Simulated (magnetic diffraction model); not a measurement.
# Which magnetic order? Na8MnS6

Space group P6_3cm (no. 185), a = 7.2470 Å, c = 14.2580 Å.

| site | atom | x | y | z |
| --- | --- | --- | --- | --- |
| 2a | Mn | 0 | 0 | 0.9932 |
| 6c | S | 0 | 0.3028 | 0.4511 |
| 4b | S | 1/3 | 2/3 | 0.7163 |
| 2a | S | 0 | 0 | 0.1739 |
| 6c | Na | 0 | 0.3144 | 0.2636 |
| 6c | Na | 0 | 0.3883 | 0.6297 |
| 4b | Na | 1/3 | 2/3 | 0.9046 |

This is a made-up structure (elements placed in a structure type, unrelaxed), so the numbers test the method and describe no known phase.

Only Mn is taken to order (form factors of Mn4+); orders and moment sizes are assumed, and not adapted to the symmetry. Radiation: neutrons of λ = 1.909 Å, 3° to 45°; isotropic B of 0.57 Å² (Mn), 0.81 Å² (S) and 0.74 Å² (Na). The intensities are simulated: I ∝ L Σ (|F_N|² + |F_M⊥|²) for unpolarised neutrons, with F_M = 2.695 fm/μB × Σ f(s) S exp(2πi Q·r) exp(−B s²) at Q = H ± k (one set where k and −k are equivalent), only the part normal to Q counting and L = 1/(sin²θ cos θ). For a modulated order the moment at position r is S exp(−2πi k·r) + c.c., with S = m/2 for a sine wave of amplitude m and S = m(u + iv)/2 for moments turning in a plane, u and v being orthogonal unit vectors in it; the phase factor of the sum at Q = H + k is then exp(2πi H·r). Form factors are spin-only for 3d ions and dipole or tabulated for f ions, scattering lengths are Sears's of 1992, and absorption is left out. A label names one of the reflections at its angle. The strongest nuclear line in the range is 100, and lines under 0.2 are left out.

Above the ordering temperature:

```
2θ (°)    index      I
 15.39  (0 0 2)   52.2
 17.50  (1 0 0)   43.7
 23.38  (1 0 2)   17.9
 30.55  (1 1 0)    1.4
 31.06  (0 0 4)   25.2
 31.54  (1 1 1)  100.0
 34.37  (1 1 2)   18.2
 35.42  (2 0 0)    6.0
 35.87  (1 0 4)    2.0
 38.69  (1 1 3)   30.9
 38.82  (2 0 2)   45.0
 44.13  (1 1 4)   34.5
```

Below it (cell unchanged):

```
2θ (°)      I
  6.40   57.7
  8.96   29.1
 15.39   52.2
 17.50   43.7
 18.64   20.8
 19.69   19.9
 21.87    4.3
 23.38   17.9
 24.48    3.4
 28.14   11.6
 30.25   10.0
 30.55    1.4
 31.06   25.2
 31.24    5.8
 31.54  100.0
 31.89    5.7
 34.37   18.2
 35.42    6.0
 35.87    2.0
 36.03    4.0
 36.60    3.9
 37.76    1.1
 37.88    4.5
 38.69   30.9
 38.82   45.0
 39.53    4.2
 40.47    0.9
 41.90    4.6
 42.01    3.2
 43.52    3.0
 44.13   34.5
 44.40    3.9
```

**Question.** Find the propagation vector, then choose among these models:
A. a sine wave with moments along [100] (amplitudes given), 2.9 μB on Mn; signs + at (0, 0, 0.9932), − at (0, 0, 0.4932)
B. a sine wave with moments along [001] (amplitudes given), 2.9 μB on Mn; signs + at (0, 0, 0.9932), − at (0, 0, 0.4932)
C. moments turning in the plane of [010] and [001], 2.9 μB on Mn; signs + at (0, 0, 0.9932), − at (0, 0, 0.4932)
D. moments turning in the plane of [100] and [010], 2.9 μB on Mn; signs + at (0, 0, 0.9932), − at (0, 0, 0.4932)

The new lines index as (0 0 5/6) at 6.40°, (0 0 7/6) at 8.96°, (1 0 5/6) at 18.64° and (1 0 7/6) at 19.69°, that is as H ± k with k = (0 0 1/6). Satellites come in pairs about each point of the reciprocal lattice.

Magnetic intensity, observed (below minus above) and for each model:

| 2θ (°) | index | observed | A | B | C | D |
| --- | --- | --- | --- | --- | --- | --- |
| 6.40 | (0 0 5/6) | 57.7 | 28.9 | <0.2 | 28.9 | 57.7 |
| 8.96 | (0 0 7/6) | 29.1 | 14.5 | <0.2 | 14.5 | 29.1 |
| 18.64 | (1 0 5/6) | 20.8 | 10.4 | 16.4 | 26.8 | 20.8 |
| 19.69 | (1 0 7/6) | 19.9 | 10.0 | 13.1 | 23.0 | 19.9 |
| 28.14 | (1 0 17/6) | 11.6 | 5.8 | 2.8 | 8.6 | 11.6 |
| 30.25 | (1 0 19/6) | 10.0 | 5.0 | 2.0 | 7.1 | 10.0 |
| 31.24 | (1 1 5/6) | 5.8 | 2.9 | 5.3 | 8.2 | 5.8 |
| 31.89 | (1 1 7/6) | 5.7 | 2.9 | 4.8 | 7.7 | 5.7 |

Model D matches. Model A has the same shape and would fit too with moments 1.41 times as large, so only the size of the moment sets it apart.

The structure used: k = (0 0 1/6), moments turning in the plane of [100] and [010], 2.9 μB on Mn; signs + at (0, 0, 0.9932), − at (0, 0, 0.4932).

[Logs are printed without paths, hosts, clocks, repeated set-up lines and the standing remarks that a program may print on its own settings, such as how far it seeks lower states.]
